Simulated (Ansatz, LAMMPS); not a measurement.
# Elastic response of glassy 77SiO2-6B2O3-8CaO-8MgO (mol %) (142 atoms), part 3 of 3

Aim: relax glassy 77SiO2-6B2O3-8CaO-8MgO (mol %) (142 atoms), then change its volume and shape to read moduli from the stress.

Ansatz 0.2.0; Kohn-Sham DFT, PBE, PAW (set soft_2), plane waves.

The cell: 37 Si, 6 B, 4 Ca, 4 Mg and 91 O. The quench rate of 10 K/ps far exceeds what a furnace or splat quench reaches. The network of bonds at the start is that of the classical potential that made the cell. Only the Γ point is sampled.

So far. Step 9 (Volume -10 %): The relaxation converged after 16 steps, 8.14 eV below its start, with a largest force component of 0.049 eV/Å. Step 9 (Volume -10 %): Volume -10 %: the energy stands 3.35 eV above that of the reference, at a pressure of 5.61 GPa.

### Step 10. Stretched by 1 % along x

The relaxed cell is strained along x alone, which gives the stiffness along x and its coupling to y and z.

input.yaml reads:

```yaml
crystal:
  lattice:
    - [12.80464, 0.14167, -0.01582]
    - [0.14309, 12.95453, 0.01851]
    - [-0.01598, 0.01851, 12.30661]
  atoms:
    [... the 142 atom lines of step 4 ...]
kpoints:
  mp_grid: { grid: [1, 1, 1] }
hamiltonian:
  xc: pbe
scf:
  occupations: { method: fixed }
output:
  forces: true
  eigenvalues: true
  stress: true
relax:
  f_tol: 0.05
  max_steps: 70
```

Launch:

```console
ansatz run input.yaml --threads 4 --pin off --max-ram 8192MiB --backend cpu --events-out ev --progress --plain --runs-dir out
```

Numbers of over 12 decimals in the logs are rounded to 6 here.

Log:

```text
[...]
Crystal: 142 atoms, lattice volume = 2041.140 Å³
Basis set: ecut = 420 eV, 39915 PW (Γ), exchange–correlation on 180×180×180 points (8 copies of the dense FFT grid, shifted against one another)
Bands: 538, of which v1, the nominal top of the filled ones, is band 396 counted from 1 (395 counted from 0)
Symmetry: 1 space group operations
[...]
k-points: 1
[...]
SCF iter   1: F=—  HF=-91216.269115 eV  |F-HF|=—  |Δ(HF+E_count)|=         —  Δρ=2.24e-3  dr2=1.95e-1  ethr=1.77e-3  ⟨swp⟩=5.0  Hψ=2105  notcnv=0  defer=140
[...]
SCF iter   5: F=—  HF=-91216.238703 eV  |F-HF|=—  |Δ(HF+E_count)|=   1.50e-4  Δρ=1.32e-4  dr2=3.26e-4  ethr=1.82e-7  ⟨swp⟩=2.0  Hψ=779  notcnv=0  defer=140
SCF iter   6: F=-91216.238659 eV  HF=-91216.238666 eV  |F-HF|=7.15e-6  |Δ(HF+E_count)|=   3.63e-5  Δρ=4.01e-5  dr2=3.14e-5  ethr=7.89e-9  ⟨swp⟩=18.0  Hψ=4389  notcnv=0
SCF 1 converged in 6 iterations: F = -91216.238659 eV  dr2 = 3.14e-5
[...]
relax step   1: F+E_penalty+E_count = -91216.23865906 eV  Δ(F+E_penalty+E_count) = +0.000e0 eV  max|allowed force component| = 3.792e-1 eV/Å  Δτ_max = 0.0000 Å  (6 SCF iters, dr2 threshold 6.25e-5 eV, accepted)
[...]
relax step   2: F+E_penalty+E_count = -91216.30934695 eV  Δ(F+E_penalty+E_count) = -7.069e-2 eV  max|allowed force component| = 2.309e-1 eV/Å  Δτ_max = 0.0268 Å  (6 SCF iters, dr2 threshold 8.99e-6 eV, accepted)
[...]
relax step   3: F+E_penalty+E_count = -91216.34932994 eV  Δ(F+E_penalty+E_count) = -3.998e-2 eV  max|allowed force component| = 8.293e-2 eV/Å  Δτ_max = 0.0257 Å  (6 SCF iters, dr2 threshold 3.33e-6 eV, accepted)
[...]
relax step   4: F+E_penalty+E_count = -91216.35296705 eV  Δ(F+E_penalty+E_count) = -3.637e-3 eV  max|allowed force component| = 4.784e-2 eV/Å  Δτ_max = 0.0050 Å  (7 SCF iters, accepted)
SCF converged after 7 iterations
Free energy (F): -91216.352967 eV
[...]
Internal energy: -91216.352967 eV  (E = F + TS)
E sigma→0 (E₀):  -91216.352967 eV
Fermi energy:    2.945352 eV
[...]
Σ components = -91216.352967   (vs F -91216.352967, Δ=0.00e0)
--- Forces (eV/Å), atoms counted from 1 ---
  atom   1  Si    -0.04783799    -0.00379264    -0.00215578
  atom   2  Si    -0.01030065     0.01520440    -0.00221561
  atom   3  Si    -0.00931556     0.00004406     0.00801360
  atom   4  Si     0.00582077     0.00080455     0.01729858
[...]
atom 142  O      0.00588334    -0.00260275     0.00280537
  max |Σ_I F_I| component: 5.47e-5 eV/Å
--- Stress (GPa, compression-positive) ---
       -1.165596       0.086902      -0.008255
        0.086902      -0.312424      -0.018679
       -0.008255      -0.018678      -0.372985
  P = ⅓ Tr σ = -0.6170 GPa (-6.170 kbar)
--- Band table (eV) ---
[...]
--- Relaxed structure (4 steps of the walk, 4 accepted, 0 SCFs on fresh bases) ---
  F+E_penalty+E_count = -91216.35296705 eV   max|allowed force component| = 4.784e-2 eV/Å
  atoms:
    - { symbol: Si, position: [0.116862, 0.181334, 0.495420] }
    - { symbol: Si, position: [0.907646, 0.589315, 0.818277] }
    - { symbol: Si, position: [0.649536, 0.727738, 0.572878] }
    - { symbol: Si, position: [0.933697, 0.531490, 0.482883] }
[...]
- { symbol: O, position: [0.303938, 0.602165, 0.809650] }
```

The job ended after 60 s (4 threads of Intel Xeon 6975P-C (Granite Rapids), shared host; peak memory 3.2 GiB).

The relaxation converged after 4 steps, 0.114 eV below its start, with a largest force component of 0.048 eV/Å.

Stretched by 1 % along x: the energy stands 0.0720 eV above that of the reference, at a pressure of -0.617 GPa.

### Step 11. Compressed by 1 % along x

The relaxed cell is strained along x alone, which gives the stiffness along x and its coupling to y and z.

input.yaml, the sections that differ from step 10:

```yaml
crystal:
  lattice:
    - [12.55108, 0.14167, -0.01582]
    - [0.14025, 12.95453, 0.01851]
    - [-0.01566, 0.01851, 12.30661]
  atoms:
    [... the 142 atom lines of step 4 ...]
# kpoints, hamiltonian, scf, output, relax: as in step 10
```

Log:

```text
[...]
Crystal: 142 atoms, lattice volume = 2000.721 Å³
Basis set: ecut = 420 eV, 39099 PW (Γ), exchange–correlation on 180×180×180 points (8 copies of the dense FFT grid, shifted against one another)
Bands: 538, of which v1, the nominal top of the filled ones, is band 396 counted from 1 (395 counted from 0)
Symmetry: 1 space group operations
[...]
k-points: 1
[...]
SCF iter   1: F=—  HF=-91216.252334 eV  |F-HF|=—  |Δ(HF+E_count)|=         —  Δρ=2.24e-3  dr2=1.88e-1  ethr=1.77e-3  ⟨swp⟩=5.0  Hψ=2105  notcnv=0  defer=140
[...]
SCF iter   5: F=—  HF=-91216.226195 eV  |F-HF|=—  |Δ(HF+E_count)|=   1.50e-4  Δρ=1.28e-4  dr2=2.99e-4  ethr=1.67e-7  ⟨swp⟩=2.0  Hψ=916  notcnv=0  defer=140
SCF iter   6: F=-91216.226153 eV  HF=-91216.226159 eV  |F-HF|=6.68e-6  |Δ(HF+E_count)|=   3.55e-5  Δρ=3.89e-5  dr2=2.84e-5  ethr=7.89e-9  ⟨swp⟩=18.0  Hψ=4463  notcnv=0
SCF 1 converged in 6 iterations: F = -91216.226153 eV  dr2 = 2.84e-5
[...]
relax step   1: F+E_penalty+E_count = -91216.22615255 eV  Δ(F+E_penalty+E_count) = +0.000e0 eV  max|allowed force component| = 4.204e-1 eV/Å  Δτ_max = 0.0000 Å  (6 SCF iters, dr2 threshold 6.25e-5 eV, accepted)
[...]
relax step   2: F+E_penalty+E_count = -91216.30083668 eV  Δ(F+E_penalty+E_count) = -7.468e-2 eV  max|allowed force component| = 2.435e-1 eV/Å  Δτ_max = 0.0248 Å  (6 SCF iters, dr2 threshold 1.10e-5 eV, accepted)
[...]
relax step   3: F+E_penalty+E_count = -91216.34297787 eV  Δ(F+E_penalty+E_count) = -4.214e-2 eV  max|allowed force component| = 1.389e-1 eV/Å  Δτ_max = 0.0253 Å  (6 SCF iters, dr2 threshold 3.71e-6 eV, accepted)
relax step   4: F+E_penalty+E_count = -91216.32744308 eV  Δ(F+E_penalty+E_count) = +1.553e-2 eV  max|allowed force component| = 2.691e-1 eV/Å  Δτ_max = 0.0694 Å  (7 SCF iters, dr2 threshold 6.27e-6 eV, rejected (line search))
relax step   5: F+E_penalty+E_count = -91216.34896540 eV  Δ(F+E_penalty+E_count) = -5.988e-3 eV  max|allowed force component| = 2.237e-1 eV/Å  Δτ_max = 0.0293 Å  (9 SCF iters, accepted)
relax step   6: F+E_penalty+E_count = -91216.33002013 eV  Δ(F+E_penalty+E_count) = +1.895e-2 eV  max|allowed force component| = 4.608e-1 eV/Å  Δτ_max = 0.0477 Å  (6 SCF iters, dr2 threshold 1.63e-5 eV, rejected (line search))
relax step   7: F+E_penalty+E_count = -91216.35626377 eV  Δ(F+E_penalty+E_count) = -7.298e-3 eV  max|allowed force component| = 9.432e-2 eV/Å  Δτ_max = 0.0236 Å  (9 SCF iters, accepted)
relax step   8: F+E_penalty+E_count = -91216.34858414 eV  Δ(F+E_penalty+E_count) = +7.680e-3 eV  max|allowed force component| = 1.630e-1 eV/Å  Δτ_max = 0.0419 Å  (8 SCF iters, rejected (line search))
[...]
relax step   9: F+E_penalty+E_count = -91216.35827261 eV  Δ(F+E_penalty+E_count) = -2.009e-3 eV  max|allowed force component| = 2.831e-2 eV/Å  Δτ_max = 0.0124 Å  (8 SCF iters, accepted)
SCF converged after 8 iterations
Free energy (F): -91216.358273 eV
[...]
Internal energy: -91216.358273 eV  (E = F + TS)
E sigma→0 (E₀):  -91216.358273 eV
Fermi energy:    3.118997 eV
[...]
Σ components = -91216.358273   (vs F -91216.358273, Δ=0.00e0)
--- Forces (eV/Å), atoms counted from 1 ---
  atom   1  Si    -0.00353120    -0.00235069     0.00278658
  atom   2  Si     0.00369295    -0.00233211    -0.00340893
  atom   3  Si    -0.00358541    -0.00988092    -0.00252547
  atom   4  Si     0.00521480     0.00854564     0.00001622
[...]
atom 142  O      0.00042214    -0.00672881     0.00240398
  max |Σ_I F_I| component: 7.29e-5 eV/Å
--- Stress (GPa, compression-positive) ---
        1.062281      -0.051344       0.018858
       -0.051343       0.248241       0.013447
        0.018858       0.013448       0.309238
  P = ⅓ Tr σ = 0.5399 GPa (5.399 kbar)
--- Band table (eV) ---
[...]
--- Relaxed structure (9 steps of the walk, 6 accepted, 0 SCFs on fresh bases) ---
  F+E_penalty+E_count = -91216.35827261 eV   max|allowed force component| = 2.831e-2 eV/Å
  atoms:
    - { symbol: Si, position: [0.114870, 0.182859, 0.494712] }
    - { symbol: Si, position: [0.906720, 0.590949, 0.818588] }
    - { symbol: Si, position: [0.648354, 0.726539, 0.573281] }
    - { symbol: Si, position: [0.935046, 0.533124, 0.484081] }
[...]
- { symbol: O, position: [0.302388, 0.602891, 0.809332] }
```

It took 2.3 min on 4 threads; peak memory 3.1 GiB; 8.8 min of CPU time.

The relaxation converged after 9 steps, 0.132 eV below its start, with a largest force component of 0.028 eV/Å.

Compressed by 1 % along x: the energy stands 0.0667 eV above that of the reference, at a pressure of 0.540 GPa.

### Step 12. Sheared by 2 % in xy

A shear of the relaxed cell gives the modulus that volume changes can't reach.

input.yaml, the sections that differ from step 11:

```yaml
crystal:
  lattice:
    - [12.67928, 0.26845, -0.01582]
    - [0.27122, 12.95595, 0.01851]
    - [-0.01563, 0.01835, 12.30661]
  atoms:
    [... the 142 atom lines of step 4 ...]
# kpoints, hamiltonian, scf, output, relax: as in step 11
```

Log:

```text
[...]
Crystal: 142 atoms, lattice volume = 2020.729 Å³
Basis set: ecut = 420 eV, 39497 PW (Γ), exchange–correlation on 180×180×180 points (8 copies of the dense FFT grid, shifted against one another)
Bands: 538, of which v1, the nominal top of the filled ones, is band 396 counted from 1 (395 counted from 0)
Symmetry: 1 space group operations
[...]
k-points: 1
[...]
SCF iter   1: F=—  HF=-91216.220455 eV  |F-HF|=—  |Δ(HF+E_count)|=         —  Δρ=2.23e-3  dr2=1.90e-1  ethr=1.77e-3  ⟨swp⟩=5.0  Hψ=2087  notcnv=0  defer=140
[...]
SCF iter   6: F=-91216.191475 eV  HF=-91216.191487 eV  |F-HF|=1.15e-5  |Δ(HF+E_count)|=   3.01e-5  Δρ=4.28e-5  dr2=3.46e-5  ethr=7.89e-9  ⟨swp⟩=18.0  Hψ=4361  notcnv=0
SCF 1 converged in 6 iterations: F = -91216.191475 eV  dr2 = 3.46e-5
[...]
relax step   1: F+E_penalty+E_count = -91216.19147510 eV  Δ(F+E_penalty+E_count) = +0.000e0 eV  max|allowed force component| = 5.935e-1 eV/Å  Δτ_max = 0.0000 Å  (6 SCF iters, dr2 threshold 6.25e-5 eV, accepted)
[...]
relax step   2: F+E_penalty+E_count = -91216.27992589 eV  Δ(F+E_penalty+E_count) = -8.845e-2 eV  max|allowed force component| = 3.550e-1 eV/Å  Δτ_max = 0.0189 Å  (5 SCF iters, dr2 threshold 2.20e-5 eV, accepted)
[...]
relax step   3: F+E_penalty+E_count = -91216.33126870 eV  Δ(F+E_penalty+E_count) = -5.134e-2 eV  max|allowed force component| = 9.574e-2 eV/Å  Δτ_max = 0.0296 Å  (6 SCF iters, dr2 threshold 7.88e-6 eV, accepted)
relax step   4: F+E_penalty+E_count = -91216.33305796 eV  Δ(F+E_penalty+E_count) = -1.789e-3 eV  max|allowed force component| = 1.682e-1 eV/Å  Δτ_max = 0.0547 Å  (9 SCF iters, accepted)
relax step   5: F+E_penalty+E_count = -91216.33874885 eV  Δ(F+E_penalty+E_count) = -5.691e-3 eV  max|allowed force component| = 1.985e-1 eV/Å  Δτ_max = 0.0295 Å  (8 SCF iters, accepted)
relax step   6: F+E_penalty+E_count = -91216.34369271 eV  Δ(F+E_penalty+E_count) = -4.944e-3 eV  max|allowed force component| = 9.416e-2 eV/Å  Δτ_max = 0.0252 Å  (4 SCF iters, dr2 threshold 3.94e-5 eV, accepted)
[...]
relax step   7: F+E_penalty+E_count = -91216.34499878 eV  Δ(F+E_penalty+E_count) = -1.306e-3 eV  max|allowed force component| = 2.636e-2 eV/Å  Δτ_max = 0.0072 Å  (7 SCF iters, accepted)
SCF converged after 7 iterations
Free energy (F): -91216.344999 eV
[...]
Internal energy: -91216.344999 eV  (E = F + TS)
E sigma→0 (E₀):  -91216.344999 eV
Fermi energy:    3.027688 eV
[...]
--- Forces (eV/Å), atoms counted from 1 ---
  atom   1  Si    -0.00589821    -0.00074811     0.00686863
  atom   2  Si    -0.00300755     0.00615300    -0.00036965
  atom   3  Si    -0.00259545     0.00251761     0.00459010
  atom   4  Si    -0.00842595    -0.00587198    -0.00785348
  atom   5  Si    -0.00627299    -0.00236652     0.00082012
  atom   6  Si    -0.02037223     0.00011083     0.00049549
  atom   7  Si     0.00511317    -0.01239841     0.00998323
  atom   8  Si     0.00550382    -0.00471510    -0.00001670
  atom   9  Si     0.00650226    -0.00205650     0.00279995
  atom  10  Si    -0.00233436    -0.01470582     0.00669156
  atom  11  Si     0.00877592    -0.01217193     0.00143514
  atom  12  Si    -0.00406989    -0.00591195    -0.00505674
  atom  13  Si     0.00887410     0.00270278    -0.01094601
  atom  14  Si     0.00703187    -0.00030984     0.00531212
[...]
atom 141  O      0.00336069     0.00553859     0.00432394
  atom 142  O     -0.00266139     0.00164053    -0.00169918
  max |Σ_I F_I| component: 1.05e-4 eV/Å
--- Stress (GPa, compression-positive) ---
        0.115406      -0.633973       0.014295
       -0.633973       0.120428       0.008174
        0.014295       0.008176      -0.049373
  P = ⅓ Tr σ = 0.0622 GPa (0.622 kbar)
--- Band table (eV) ---
[...]
--- Relaxed structure (7 steps of the walk, 7 accepted, 0 SCFs on fresh bases) ---
  F+E_penalty+E_count = -91216.34499878 eV   max|allowed force component| = 2.636e-2 eV/Å
  atoms:
    - { symbol: Si, position: [0.116707, 0.182119, 0.494078] }
    - { symbol: Si, position: [0.906579, 0.589712, 0.818900] }
    - { symbol: Si, position: [0.648358, 0.727187, 0.573535] }
    - { symbol: Si, position: [0.934638, 0.532567, 0.483819] }
[...]
- { symbol: O, position: [0.301823, 0.600783, 0.809924] }
```

Wall time 1.8 min (4 threads); peak memory 3.1 GiB; 6.7 min of CPU time.

The relaxation converged after 7 steps, 0.154 eV below its start, with a largest force component of 0.026 eV/Å.

Sheared by 2 % in xy: the energy stands 0.0800 eV above that of the reference, at a pressure of 0.0622 GPa.

### Step 13. Pressure against volume

Atoms are relaxed at each volume, in the scaled cell.

| volume change (%) | volume (Å³/atom) | energy change (meV/atom) | pressure (GPa) | largest move on relaxing (Å) | bonds | gap (eV) |
| --- | --- | --- | --- | --- | --- | --- |
| -10 | 12.809 | 23.56 | 5.61 | 0.61 | 215 | 4.05 |
| -6 | 13.378 | 8.08 | 3.16 | 0.34 | 215 | 3.94 |
| -3 | 13.805 | 1.96 | 1.51 | 0.15 | 213 | 3.87 |
| +0 | 14.232 | 0.00 | 0.00 | - | 211 | 3.78 |
| +3 | 14.659 | 1.86 | -1.37 | 0.14 | 210 | 3.70 |
| +6 | 15.086 | 7.22 | -2.59 | 0.33 | 209 | 3.61 |

### Step 14. Uniaxial strain and shear

Stress (GPa, compression positive) less that of the relaxed cell, atoms relaxed:

| strain | xx | yy | zz | xy | energy change (meV/atom) |
| --- | --- | --- | --- | --- | --- |
| stretched by 1 % along x | -1.166 | -0.319 | -0.367 | 0.081 | 0.51 |
| compressed by 1 % along x | 1.062 | 0.242 | 0.315 | -0.057 | 0.47 |
| sheared by 2 % in xy | 0.115 | 0.114 | -0.043 | -0.639 | 0.56 |

### Step 15. What came out

The bulk modulus, from the slope of pressure against ln V over the three points nearest the relaxed volume, is 47.9 GPa; a quadratic over all points gives a pressure derivative of about 2.2. The count of bonds runs from 209 to 215 over the series, so at some points contacts cross the cutoffs. At -10 % some atom moved by over 0.5 Å on relaxing, so that point may sit in another local minimum. The gap goes from 4.05 eV at the smallest volume to 3.61 eV at the largest, -2.6 eV per unit of ln V by a straight line, on the run's k-points. In the Cartesian axes of the cell, finite differences give C11 = 111, C12 = 28.0, C13 = 34.1 and C66 = 32.0 GPa (the shear of 2 % is the engineering strain, εxy = 0.01). The mean of C11, C12 and C13, which equals the bulk modulus in a cubic or isotropic solid, is 57.8 GPa: it lies 21 % over the bulk modulus from the volumes. For an isotropic solid C66 would equal (C11 − C12)/2 = 41.7 GPa; so small a sample needn't be isotropic, and C66 rests on one shear. With the bulk modulus and C66 as K and G, Young's modulus would be about 78 GPa and Poisson's ratio 0.23.

**Limits.** Strains are finite and relaxations stop at the force tolerance of the input, which can leave moduli too stiff; they are those of a static cell at zero temperature. Volumes are changed with the cell's shape held, so in an anisotropic solid the modulus lies over the one under free hydrostatic load. The program notes that the SCF threshold of the relaxations is loose for the stress.

The DFT runs together took 29 min of wall time.

[Logs are printed without paths, hosts, clocks, repeated set-up lines and the standing remarks that a program may print on its own settings, such as how far it seeks lower states.]

[Hosts, paths, dates, database ids (printed as entryN), source tags and the programs' standing remarks are cut or masked in the printed files.]
